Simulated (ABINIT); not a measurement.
# TlH3 (Pm-3m): from the cell to the phonon bands, part 4 of 5

How does TlH3 (Pm-3m) vibrate, and is this structure a minimum?

ABINIT 10.8.3; DFT PBEsol, scalar-relativistic, plane waves, PseudoDojo norm-conserving pseudopotentials.

So far. Step 7 (Linear response at Γ): The acoustic modes at Γ come out as far as 2.8 cm⁻¹ from zero, where they should vanish, a small numerical error. Step 8 (Zone-centre analysis): The rule moves no optical mode by more than 0.1 cm⁻¹. The relaxed cell has a = 3.904 Å (conventional setting).

The structure was built from a prototype and need not be the compound's stable phase.

### 10. Linear response at Γ

The zone centre is solved again, so that all wavevectors share one k mesh.

dfpt_gamma.abi

```

# common to the responses
getwfk_filepath "gso_WFK"
kptopt 2
nqpt 1
qpt 0.0 0.0 0.0
asr 0
chneut 0

# displacements
rfphon 1
rfatpol 1 4
rfdir 1 1 1
tolvrs 1.0d-10
prtwf 0

# basis, mesh and filling
ecut 32.0
ngkpt 6 6 6
nshiftk 1
shiftk 0.0 0.0 0.0
istwfk *1
occopt 7
tsmear 0.01
nband 14
nstep 100
diemac 1000000.0
prtebands 0
prtgsr 0
useylm 1

# cell and atoms
acell 3*1.0 Angstrom
rprim 
    3.904264567 0.0 0.0
    0.0 3.904264567 0.0
    0.0 0.0 3.904264567
ntypat 2
znucl 81 1
natom 4
typat 1 2 2 2
xred 
    0.0 0.0 0.0
    0.5 0.0 0.0
    0.0 0.5 0.0
    0.0 0.0 0.5
pp_dirpath "./pseudo"
pseudos "Tl.upf, H.upf"
```

The run is started by

```console
$ OMP_NUM_THREADS=1 mpirun -n 2 abinit dfpt_gamma.abi > dfpt_gamma.log
```

Numbers of over 12 decimals in the logs are rounded to 6 here.

dfpt_gamma.abo, the main output file:

```text
[banners, grids, parts of the stress and lines that vanish by symmetry left out]
- input  file    -> dfpt_gamma.abi
- output file    -> dfpt_gamma.abo
- root for input  files -> dfpt_gammai
- root for output files -> dfpt_gammao

 Symmetries : space group Pm -3 m (#221); Bravais cP (primitive cubic)
================================================================================
 Values of the parameters that define the memory need of the present run (RF).
     intxc =       0      iscf =       7    lmnmax =      18     lnmax =       6
     mgfft =      40  mpssoang =       3    mqgrid =    3001     natom =       4
  nloc_mem =       1    nspden =       1   nspinor =       1    nsppol =       1
      nsym =      48    n1xccc =    2501    ntypat =       2    occopt =       7
   xclevel =       2
-    mband =          14        mffmem =           1         mkmem =          56
-   mkqmem =          56        mk1mem =          56           mpw =        3499
      nfft =       64000          nkpt =         112
- my_mband =          14
================================================================================
================================================================================

--------------------------------------------------------------------------------
------------- Echo of variables that govern the present computation ------------
--------------------------------------------------------------------------------
-
- outvars: echo of selected default values
-   iomode0 =  0 , fftalg0 =312 , wfoptalg0 =  0
-
- outvars: echo of global parameters not present in the input file
-  max_nthreads =    1
-
 -outvars: echo values of preprocessed input variables
 [... echo left out ...]
================================================================================

 chkinp: Checking input parameters for consistency.

[...]
== DATASET  1 ==================================================================
-   mpi_nproc: 2, omp_nthreads: 1 (-1 if OMP is not activated)

--- !DatasetInfo
iteration_state: {dtset: 1, }
dimensions: {natom: 4, nkpt: 112, mband: 14, nsppol: 1, nspinor: 1, nspden: 1, mpw: 3499, }
cutoff_energies: {ecut:  32.0, pawecutdg:  -1.0, }
electrons: {nelect:   1.60000000E+01, charge:   0.00000000E+00, occopt:   7.00000000E+00, tsmear:   1.00000000E-02, }
meta: {optdriver: 1, rfphon: 1, }
...

 mkfilename: getwfk from: gso_WFK

 Real(R)+Recip(G) space primitive vectors, cartesian coordinates (Bohr,Bohr^-1):
 R(1)=  7.3779908  0.0000000  0.0000000  G(1)=  0.1355383  0.0000000  0.0000000
 R(2)=  0.0000000  7.3779908  0.0000000  G(2)=  0.0000000  0.1355383  0.0000000
 R(3)=  0.0000000  0.0000000  7.3779908  G(3)=  0.0000000  0.0000000  0.1355383
 Unit cell volume ucvol=  4.0161906E+02 bohr^3
 Angles (23,13,12)=  9.00000000E+01  9.00000000E+01  9.00000000E+01 degrees
 setup1 : take into account q-point for computing boxcut.

 getcut: wavevector=  0.0000  0.0000  0.0000  ngfft=  40  40  40
         ecut(hartree)=     32.000   => boxcut(ratio)=   2.12903

--- Pseudopotential description ------------------------------------------------
- pspini: atom type   1  psp file is ./pseudo/Tl.upf

- pspini: atom type   2  psp file is ./pseudo/H.upf

   6.12977660E+02                                ecore*ucvol(ha*bohr**3)
--------------------------------------------------------------------------------

 ==>  initialize data related to q vector <==

 The list of irreducible perturbations for this q vector is:
    1)    idir= 1    ipert=   1
    2)    idir= 1    ipert=   2
    3)    idir= 2    ipert=   2

[...]
The perturbation idir=   2  ipert=   1 is
 symmetric of a previously calculated perturbation.
 So, its SCF calculation is not needed.

 The perturbation idir=   3  ipert=   1 is
 symmetric of a previously calculated perturbation.
 So, its SCF calculation is not needed.

 The perturbation idir=   3  ipert=   2 is
 symmetric of a previously calculated perturbation.
 So, its SCF calculation is not needed.

 The perturbation idir=   1  ipert=   3 is
 symmetric of a previously calculated perturbation.
 So, its SCF calculation is not needed.

[...]
The perturbation idir=   2  ipert=   4 is
 symmetric of a previously calculated perturbation.
 So, its SCF calculation is not needed.

 The perturbation idir=   3  ipert=   4 is
 symmetric of a previously calculated perturbation.
 So, its SCF calculation is not needed.

--------------------------------------------------------------------------------
 Perturbation wavevector (in red.coord.)   0.000000  0.000000  0.000000
 Perturbation : displacement of atom   1   along direction   1
 Found     8 symmetries that leave the perturbation invariant.

[...]
dfpt_looppert : total number of electrons, from k and k+q
  fully or partially occupied states are    1.600000E+01 and    1.600000E+01.
 Initialisation of the first-order wave-functions :
  ireadwf=   0

--- !BeginCycle
iteration_state: {dtset: 1, }
solver: {iscf: 7, nstep: 100, nline: 4, wfoptalg: 0, }
tolerances: {tolvrs: 1.00E-10, }
...

     iter   2DEtotal(Ha)        deltaE(Ha) residm    vres2
-ETOT  1   4.826347     -8.622E+03 1.732E+01 3.116E+02
 ETOT  2   2.423538     -2.403E+00 8.516E-03 6.401E+01
 ETOT  3   2.414246     -9.293E-03 2.445E-05 7.397E+00
 ETOT  4   2.413938     -3.073E-04 1.062E-05 1.186E+00
 ETOT  5   2.413710     -2.281E-04 2.208E-06 1.225E-01
[...]
At SCF step   11       vres2   =  1.28E-11 < tolvrs=  1.00E-10 =>converged.
[...]
Mean square residual over all n,k,spin=   15.588E-17; max=  57.663E-15

 Thirteen components of 2nd-order total energy (hartree) are
 1,2,3: 0th-order hamiltonian combined with 1st-order wavefunctions
     kin0=   1.08135039E+04 eigvalue=   8.27855116E+02  local=  -6.45304233E+03
 4,5,6: 1st-order hamiltonian combined with 1st and 0th-order wfs
 loc psp =  -2.66128978E+03  Hartree=   8.13897795E+02     xc=  -1.42148717E+02
 note that "loc psp" includes a xc core correction that could be resolved
 7,8,9: eventually, occupation + non-local contributions
    edocc=   3.25826003E+01     enl0=   2.73185343E+03   enl1=  -1.45877138E+04
 1-9 gives the relaxation energy (to be shifted if some occ is /=2.0)
   erelax=  -8.62450180E+03
 10,11,12 Non-relaxation  contributions : frozen-wavefunctions and Ewald
 fr.local=   1.23831039E+03 fr.nonlo=   7.29750883E+03  Ewald=   2.21419115E+01
 13,14 Frozen wf xc core corrections (1) and (2)
 frxc 1  =  -3.91482923E+02  frxc 2 =   4.60437277E+02
 Resulting in :
 2DEtotal=    0.2413686096E+01 Ha. Also 2DEtotal=    0.656797446471E+02 eV
    (2DErelax=   -8.6245018000E+03 Ha. 2DEnonrelax=    8.6269154861E+03 Ha)
    (  non-var. 2DEtotal :    2.4136855796E+00 Ha)

[...]
Perturbation wavevector (in red.coord.)   0.000000  0.000000  0.000000
 Perturbation : displacement of atom   2   along direction   1
 Found     8 symmetries that leave the perturbation invariant.

[...]
dfpt_looppert : total number of electrons, from k and k+q
  fully or partially occupied states are    1.600000E+01 and    1.600000E+01.
 Initialisation of the first-order wave-functions :
  ireadwf=   0

--- !BeginCycle
iteration_state: {dtset: 1, }
solver: {iscf: 7, nstep: 100, nline: 4, wfoptalg: 0, }
tolerances: {tolvrs: 1.00E-10, }
...

     iter   2DEtotal(Ha)        deltaE(Ha) residm    vres2
-ETOT  1   4.391749     -5.260E+01 4.052E-01 1.404E+03
[...]
At SCF step   11       vres2   =  2.65E-12 < tolvrs=  1.00E-10 =>converged.
[...]
Mean square residual over all n,k,spin=   24.201E-18; max=  64.505E-17

 Thirteen components of 2nd-order total energy (hartree) are
 1,2,3: 0th-order hamiltonian combined with 1st-order wavefunctions
     kin0=   5.66214420E+01 eigvalue=   2.23494241E+00  local=  -1.52361066E+01
 4,5,6: 1st-order hamiltonian combined with 1st and 0th-order wfs
 loc psp =  -7.66222548E+01  Hartree=   1.18861423E+01     xc=  -6.87023557E+00
 note that "loc psp" includes a xc core correction that could be resolved
 7,8,9: eventually, occupation + non-local contributions
    edocc=   5.48612700E+00     enl0=  -1.14072304E+00   enl1=  -2.93409220E+01
 1-9 gives the relaxation energy (to be shifted if some occ is /=2.0)
   erelax=  -5.29815884E+01
 10,11,12 Non-relaxation  contributions : frozen-wavefunctions and Ewald
 fr.local=  -1.88283918E+01 fr.nonlo=   1.31207639E+01  Ewald=   6.26954045E+01
 13,14 Frozen wf xc core corrections (1) and (2)
 frxc 1  =   0.00000000E+00  frxc 2 =   0.00000000E+00
 Resulting in :
 2DEtotal=    0.4006188234E+01 Ha. Also 2DEtotal=    0.109013935404E+03 eV
    (2DErelax=   -5.2981588399E+01 Ha. 2DEnonrelax=    5.6987776633E+01 Ha)
    (  non-var. 2DEtotal :    4.0061882224E+00 Ha)

[...]
Perturbation wavevector (in red.coord.)   0.000000  0.000000  0.000000
 Perturbation : displacement of atom   2   along direction   2
 Found     4 symmetries that leave the perturbation invariant.

--------------------------------------------------------------------------------

--------------------------------------------------------------------------------

 dfpt_looppert : total number of electrons, from k and k+q
  fully or partially occupied states are    1.600000E+01 and    1.600000E+01.
 Initialisation of the first-order wave-functions :
  ireadwf=   0

--- !BeginCycle
iteration_state: {dtset: 1, }
solver: {iscf: 7, nstep: 100, nline: 4, wfoptalg: 0, }
tolerances: {tolvrs: 1.00E-10, }
...

     iter   2DEtotal(Ha)        deltaE(Ha) residm    vres2
-ETOT  1  0.533793     -5.050E+01 2.083E-01 7.292E+02
[...]
ETOT 10  0.471653     -1.286E-12 1.250E-13 3.375E-10
 ETOT 11  0.471653      1.123E-12 1.055E-14 7.537E-12

 At SCF step   11       vres2   =  7.54E-12 < tolvrs=  1.00E-10 =>converged.
[...]
Mean square residual over all n,k,spin=   35.571E-18; max=  10.551E-15

 Thirteen components of 2nd-order total energy (hartree) are
 1,2,3: 0th-order hamiltonian combined with 1st-order wavefunctions
     kin0=   5.38929904E+01 eigvalue=   2.23930479E+00  local=  -1.27837711E+01
 4,5,6: 1st-order hamiltonian combined with 1st and 0th-order wfs
 loc psp =  -7.25331018E+01  Hartree=   1.05845169E+01     xc=  -6.95132331E+00
 note that "loc psp" includes a xc core correction that could be resolved
 7,8,9: eventually, occupation + non-local contributions
    edocc=   4.21499581E+00     enl0=  -6.38584794E-01   enl1=  -2.85831557E+01
 1-9 gives the relaxation energy (to be shifted if some occ is /=2.0)
   erelax=  -5.05581287E+01
 10,11,12 Non-relaxation  contributions : frozen-wavefunctions and Ewald
 fr.local=   5.48917979E+01 fr.nonlo=   1.47115068E+01  Ewald=  -1.85735226E+01
 13,14 Frozen wf xc core corrections (1) and (2)
 frxc 1  =   0.00000000E+00  frxc 2 =   0.00000000E+00
 Resulting in :
 2DEtotal=    0.4716533069E+00 Ha. Also 2DEtotal=    0.128343403069E+02 eV
    (2DErelax=   -5.0558128731E+01 Ha. 2DEnonrelax=    5.1029782038E+01 Ha)
    (  non-var. 2DEtotal :    4.7165329847E-01 Ha)

[...]
---- first-order wavefunction calculations are completed ----

 ==> Compute Derivative Database <==

 [... matrices left out ...]
  Phonon wavevector (reduced coordinates) :  0.00000  0.00000  0.00000
 Phonon energies in Hartree :
   3.736987E-06  3.736987E-06  3.736989E-06  1.736741E-03  1.736741E-03
   1.736741E-03  2.013166E-03  2.013166E-03  2.013166E-03  6.522020E-03
   6.522020E-03  6.522020E-03
 Phonon frequencies in cm-1    :
-  8.201738E-01  8.201739E-01  8.201742E-01  3.811706E+02  3.811706E+02
-  3.811706E+02  4.418389E+02  4.418389E+02  4.418389E+02  1.431418E+03
-  1.431418E+03  1.431418E+03

== END DATASET(S) ==============================================================
================================================================================

 -outvars: echo values of variables after computation
            acell      1.8897261259E+00  1.8897261259E+00  1.8897261259E+00 Bohr
           etotal      4.7165330685E-01
            fcart      0.0000000000E+00  0.0000000000E+00  0.0000000000E+00
           strten      0.0000000000E+00  0.0000000000E+00  0.0000000000E+00
================================================================================
```

Elapsed: 4 min, on 2 MPI ranks of AMD EPYC (Zen 3), shared host; 8 min of CPU time.

This step gave:

| Quantity | Value |
| --- | --- |
| largest acoustic frequency at the zone centre before the sum rule | 0.82 cm⁻¹ |
| highest optical zone-centre mode (no LO-TO term) | 1431 cm⁻¹ |
| lowest optical zone-centre mode | 381.2 cm⁻¹ |

The acoustic modes at Γ come out as far as 0.8 cm⁻¹ from zero, where they should vanish, a small numerical error.

### 11. Phonons on a q mesh

Linear response treats each wavevector in the unit cell, with no supercell; the 2×2×2 mesh fixes the range of the force constants to be had.

dfpt_q.abi

```
ndtset 3

# wavevectors
qpt1 0.5 0.0 0.0
qpt2 0.5 0.5 0.0
qpt3 0.5 0.5 0.5

# displacements
getwfk_filepath "gso_WFK"
getwfq_filepath "gso_WFK"
kptopt 3
nqpt 1
rfphon 1
rfatpol 1 4
rfdir 1 1 1
tolvrs 1.0d-10
prtwf 0

# basis, mesh and filling
ecut 32.0
ngkpt 6 6 6
nshiftk 1
shiftk 0.0 0.0 0.0
istwfk *1
occopt 7
tsmear 0.01
nband 14
nstep 100
diemac 1000000.0
prtebands 0
prtgsr 0
useylm 1

# cell and atoms
acell 3*1.0 Angstrom
rprim 
    3.904264567 0.0 0.0
    0.0 3.904264567 0.0
    0.0 0.0 3.904264567
ntypat 2
znucl 81 1
natom 4
typat 1 2 2 2
xred 
    0.0 0.0 0.0
    0.5 0.0 0.0
    0.0 0.5 0.0
    0.0 0.0 0.5
pp_dirpath "./pseudo"
pseudos "Tl.upf, H.upf"
```

The run is started by

```console
$ OMP_NUM_THREADS=1 mpirun -n 2 abinit dfpt_q.abi > dfpt_q.log
```

dfpt_q.abo, the main output file:

```text
[banners, grids, parts of the stress and lines that vanish by symmetry left out]
- input  file    -> dfpt_q.abi
- output file    -> dfpt_q.abo
- root for input  files -> dfpt_qi
[...]
DATASET    1 : space group Pm -3 m (#221); Bravais cP (primitive cubic)
[...]
nfft =       64000          nkpt =         216
[...]
DATASET    2 : space group Pm -3 m (#221); Bravais cP (primitive cubic)
[...]
nfft =       64000          nkpt =         216
[...]
DATASET    3 : space group Pm -3 m (#221); Bravais cP (primitive cubic)
[...]
nfft =       64000          nkpt =         216
[...]
== DATASET  1 ==================================================================
[...]
cutoff_energies: {ecut:  32.0, pawecutdg:  -1.0, }
[...]
Perturbation : displacement of atom   1   along direction   1
[...]
-ETOT  1   9.910684     -8.935E+03 1.823E+01 9.761E+03
 ETOT  2   6.620690     -3.290E+00 1.172E-02 2.917E+02
 ETOT  3   6.585701     -3.499E-02 1.858E-04 7.384E+01
 ETOT  4   6.575473     -1.023E-02 1.703E-05 6.832E+00
 ETOT  5   6.574336     -1.137E-03 3.041E-06 9.115E-01
[...]
At SCF step   13       vres2   =  6.64E-11 < tolvrs=  1.00E-10 =>converged.
[...]
Perturbation : displacement of atom   1   along direction   2
[...]
-ETOT  1   4.716176     -8.607E+03 1.847E+01 2.600E+02
[...]
At SCF step   13       vres2   =  1.24E-11 < tolvrs=  1.00E-10 =>converged.
[...]
Perturbation : displacement of atom   2   along direction   1
[...]
-ETOT  1   2.635600     -5.623E+01 3.984E-01 9.673E+03
[...]
At SCF step   13       vres2   =  4.14E-13 < tolvrs=  1.00E-10 =>converged.
[...]
Perturbation : displacement of atom   2   along direction   2
[...]
-ETOT  1  0.619099     -5.032E+01 3.242E-01 9.213E+02
[...]
At SCF step   11       vres2   =  1.09E-11 < tolvrs=  1.00E-10 =>converged.
[...]
Perturbation : displacement of atom   3   along direction   1
[...]
-ETOT  1  0.786522     -5.212E+01 3.175E-01 3.340E+03
[...]
Perturbation : displacement of atom   3   along direction   2
[...]
-ETOT  1   4.410247     -5.249E+01 6.555E-01 1.313E+03
[...]
Perturbation : displacement of atom   3   along direction   3
[...]
-ETOT  1  0.527700     -5.041E+01 2.038E-01 9.611E+02
[...]
Phonon wavevector (reduced coordinates) :  0.50000  0.00000  0.00000
 Phonon energies in Hartree :
[...]
Phonon frequencies in cm-1    :
-  2.767086E+01  2.767086E+01  1.183295E+02  4.099399E+02  4.099399E+02
-  4.359030E+02  5.127224E+02  5.127224E+02  6.053012E+02  9.146268E+02
-  1.412424E+03  1.412424E+03
[...]
== DATASET  2 ==================================================================
[...]
cutoff_energies: {ecut:  32.0, pawecutdg:  -1.0, }
[...]
Perturbation : displacement of atom   1   along direction   1
[...]
-ETOT  1   9.294411     -8.775E+03 1.863E+01 3.080E+03
[...]
Perturbation : displacement of atom   1   along direction   3
[...]
-ETOT  1   4.632173     -8.596E+03 1.853E+01 1.895E+02
[...]
Perturbation : displacement of atom   2   along direction   1
[...]
-ETOT  1   2.705350     -5.521E+01 3.525E-01 2.292E+03
[...]
Perturbation : displacement of atom   2   along direction   2
[...]
-ETOT  1  0.602952     -5.136E+01 3.252E-01 1.565E+03
[...]
Perturbation : displacement of atom   2   along direction   3
[...]
-ETOT  1  0.633690     -5.024E+01 3.410E-01 9.868E+02
[...]
Perturbation : displacement of atom   4   along direction   1
[...]
-ETOT  1  0.723776     -5.124E+01 3.067E-01 1.653E+03
[...]
Perturbation : displacement of atom   4   along direction   3
[...]
-ETOT  1   4.432679     -5.240E+01 6.732E-01 1.404E+03
[...]
Phonon wavevector (reduced coordinates) :  0.50000  0.50000  0.00000
 Phonon energies in Hartree :
[...]
Phonon frequencies in cm-1    :
-  3.498311E+01  1.184072E+02  1.184072E+02  2.238725E+02  5.215343E+02
-  5.215343E+02  5.259656E+02  5.259656E+02  6.517355E+02  9.240992E+02
-  1.158527E+03  1.394001E+03
[...]
== DATASET  3 ==================================================================
[...]
cutoff_energies: {ecut:  32.0, pawecutdg:  -1.0, }
[...]
Perturbation : displacement of atom   1   along direction   1
[...]
-ETOT  1   9.144370     -8.714E+03 1.860E+01 2.023E+03
[...]
Perturbation : displacement of atom   2   along direction   1
[...]
-ETOT  1   2.608392     -5.495E+01 3.126E-01 9.631E+02
[...]
At SCF step   10       vres2   =  9.55E-12 < tolvrs=  1.00E-10 =>converged.
[...]
Perturbation : displacement of atom   2   along direction   2
[...]
-ETOT  1  0.579151     -5.102E+01 3.348E-01 1.142E+03
[...]
ETOT 10  0.483127     -5.045E-13 7.180E-15 1.005E-10
 ETOT 11  0.483127     -6.892E-13 6.247E-16 1.491E-11
 At SCF step   11       vres2   =  1.49E-11 < tolvrs=  1.00E-10 =>converged.
[...]
Phonon wavevector (reduced coordinates) :  0.50000  0.50000  0.50000
 Phonon energies in Hartree :
[...]
Phonon frequencies in cm-1    :
-  1.226086E+02  1.226086E+02  1.226086E+02  2.250533E+02  2.250533E+02
-  2.250533E+02  6.439804E+02  6.439804E+02  6.439804E+02  9.390003E+02
-  9.390003E+02  1.290000E+03
[...]
strten2     0.0000000000E+00  0.0000000000E+00  0.0000000000E+00
           strten3     0.0000000000E+00  0.0000000000E+00  0.0000000000E+00
================================================================================
```

The job ended after 70 min (2 MPI ranks).

Read from the output:

```
lowest mode on the q mesh (acoustic ones at the zone centre apart) : 27.67 cm⁻¹
```

Frequencies (cm⁻¹) before the sum rule at the irreducible wavevectors but Γ, which is solved apart; negative means imaginary. Frequencies by wavevector:

| q (fractions) | star | mode 1 | mode 2 | mode 3 | mode 4 | mode 10 | mode 11 | mode 12 |
| --- | --- | --- | --- | --- | --- | --- | --- | --- |
| 0.5 0 0 | 3 | 27.67 | 27.67 | 118.3 | 409.9 | 914.6 | 1412 | 1412 |
| 0.5 0.5 0 | 3 | 34.98 | 118.4 | 118.4 | 223.9 | 924.1 | 1159 | 1394 |
| 0.5 0.5 0.5 | 1 | 122.6 | 122.6 | 122.6 | 225.1 | 939 | 939 | 1290 |

[end of part 4 of 5]

[Host names and launcher messages were left out of these logs when they were recorded.]

[Logs are printed without paths, hosts, clocks, repeated set-up lines and the standing remarks that a program may print on its own settings, such as how far it seeks lower states.]

[Hosts, paths, dates, database ids (printed as entryN), source tags and the programs' standing remarks are cut or masked in the printed files.]
